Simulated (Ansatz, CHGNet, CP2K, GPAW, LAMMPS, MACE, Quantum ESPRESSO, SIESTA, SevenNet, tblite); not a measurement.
**Glassy 55SiO2-25B2O3-10CaO-10K2O (mol %) (68 atoms), the geometry as built**

68 atoms (11 Si, 10 B, 2 Ca, 4 K, 41 O) placed at random at 2.27 g/cm³, melted at 3000 K for 20 ps at fixed volume with the Buckingham and Coulomb pair potential of Guillot and Sator (Geochim. Cosmochim. Acta 71, 1249 (2007)) with the boron terms of Wang et al. (J. Non-Cryst. Solids 498, 294 (2018)). Quenched from 3000 K to 300 K at 20 K/ps and fixed volume, held 10 ps at zero pressure, then minimised at fixed cell.

This is the geometry as built. Method: Kohn-Sham DFT, PBE, SSSP efficiency 1.3.0 pseudopotentials, plane waves; sssp-1.3.0-efficiency; 60/480 Ry; levels smeared at 580 K (Quantum ESPRESSO 7.5); Γ point; density 2.43 g/cm³.

Extended XYZ; positions in Å, forces in eV/Å:

```xyz
68
Lattice="9.642 0.000 0.000 0.000 9.642 0.000 0.000 0.000 9.642" Properties=species:S:1:pos:R:3:forces:R:3 pbc="T T T"
Si 5.224 4.626 4.673 0.161 -0.737 0.696
Si 7.032 7.914 6.410 1.599 -0.360 -1.353
Si 1.404 1.451 7.467 -2.976 -1.066 -0.250
Si 0.803 5.908 6.431 -0.749 0.131 -0.409
Si 7.255 4.352 8.878 0.795 1.025 -1.220
Si 2.187 1.985 4.519 -0.608 2.255 0.088
Si 6.912 2.279 1.709 0.519 -0.943 1.675
Si 8.779 1.623 4.188 -1.472 -0.347 1.569
Si 7.558 8.932 1.624 1.438 -0.987 0.847
Si 5.113 5.951 7.635 0.485 -0.620 -1.156
Si 0.504 6.447 2.667 -1.773 0.160 -0.516
B 1.800 1.392 0.594 -2.325 1.445 1.482
B 2.404 5.002 4.189 -1.368 -0.320 2.457
B 6.611 9.363 4.145 0.623 2.120 -0.589
B 9.499 8.453 7.510 -0.441 -1.630 1.480
B 0.838 9.064 2.031 -2.206 0.267 -1.083
B 8.709 6.870 0.058 0.715 2.606 -1.338
B 4.923 1.998 3.570 2.111 -1.845 1.377
B 8.934 3.383 6.663 1.082 0.167 -1.289
B 7.717 5.934 4.376 0.143 1.526 0.949
B 2.584 5.714 8.678 -0.360 -1.684 0.704
Ca 0.431 4.232 0.003 0.800 -0.057 -0.122
Ca 3.221 3.706 2.059 -0.691 -0.270 -0.726
K 4.470 9.223 9.273 -0.176 0.039 -0.100
K 4.403 7.110 1.825 0.214 -0.546 0.510
K 3.171 8.435 5.071 -0.325 -0.220 0.146
K 5.827 1.495 7.091 0.842 0.511 -1.030
O 0.361 7.467 6.533 0.948 -0.522 -1.065
O 5.722 0.821 3.788 -1.408 0.229 0.060
O 7.336 3.345 0.528 -0.154 -0.200 0.263
O 7.780 3.564 7.558 -1.172 -0.547 0.799
O 8.627 2.541 5.522 -0.604 0.084 -0.088
O 1.986 5.834 5.298 0.684 0.781 -0.292
O 0.758 1.367 4.011 0.798 -0.543 -0.528
O 1.663 5.365 2.981 0.613 -0.192 -1.029
O 2.224 1.518 8.909 1.663 -0.376 -0.217
O 6.021 7.287 7.536 -1.191 0.481 0.999
O 2.327 1.538 6.104 1.473 -0.662 0.191
O 9.391 4.693 6.195 0.009 0.442 0.022
O 5.144 3.005 4.609 0.289 0.656 1.108
O 5.730 4.876 8.688 -0.777 -0.355 0.589
O 3.482 1.679 3.545 -1.097 -0.880 -0.429
O 1.469 5.504 7.885 1.083 -0.351 1.825
O 2.138 3.604 4.494 -0.095 -0.213 -0.513
O 3.862 5.139 3.906 0.495 1.216 -1.551
O 7.590 7.632 0.648 -1.934 0.569 0.463
O 3.647 6.431 8.143 0.496 1.146 -0.016
O 9.611 6.384 1.128 0.974 -1.417 0.523
O 5.084 5.203 6.193 -0.292 -0.141 0.282
O 9.453 7.763 8.817 0.433 -0.318 0.834
O 2.717 5.068 0.245 -0.198 0.689 -0.787
O 1.195 7.943 2.777 1.408 0.927 0.241
O 1.366 2.522 1.258 1.175 -0.688 -0.912
O 8.124 8.824 7.149 -1.267 0.480 -0.374
O 8.209 5.664 9.024 -0.153 -1.412 0.168
O 7.952 0.242 4.435 0.910 0.179 0.269
O 0.694 0.000 7.525 0.833 0.689 -0.203
O 0.377 2.726 7.466 0.719 -0.045 1.323
O 6.093 8.686 5.324 -1.277 0.203 0.784
O 7.568 6.639 5.568 0.345 -0.888 -0.938
O 6.894 0.723 1.119 -0.724 0.217 -1.372
O 1.737 0.154 1.246 0.945 -0.901 0.079
O 8.041 2.314 2.890 0.102 0.990 -0.995
O 6.618 5.155 3.995 0.236 0.075 -0.682
O 6.751 8.477 2.976 -0.777 -0.869 -0.733
O 8.845 6.154 3.598 -0.698 -0.429 0.520
O 9.117 9.318 1.908 1.705 0.387 0.077
O 5.384 2.600 2.270 -0.576 0.889 -1.493
```

The quench rate of 20 K/ps is many orders above laboratory rates, so the cell is likely richer in defects and strain than a real sample. The network of bonds at the start is that of the classical potential that made the cell, and needn't be the one that DFT or experiment would give. Only the Γ point is sampled, in a cell whose shortest periodic width is 10 Å.

The r.m.s. force component is 0.962 eV/Å; the longest force, 3.17 eV/Å, acts on Si3.

[Logs are printed without paths, hosts, clocks, repeated set-up lines and the standing remarks that a program may print on its own settings, such as how far it seeks lower states.]

[Hosts, paths, dates, database ids (printed as entryN), source tags and the programs' standing remarks are cut or masked in the printed files.]
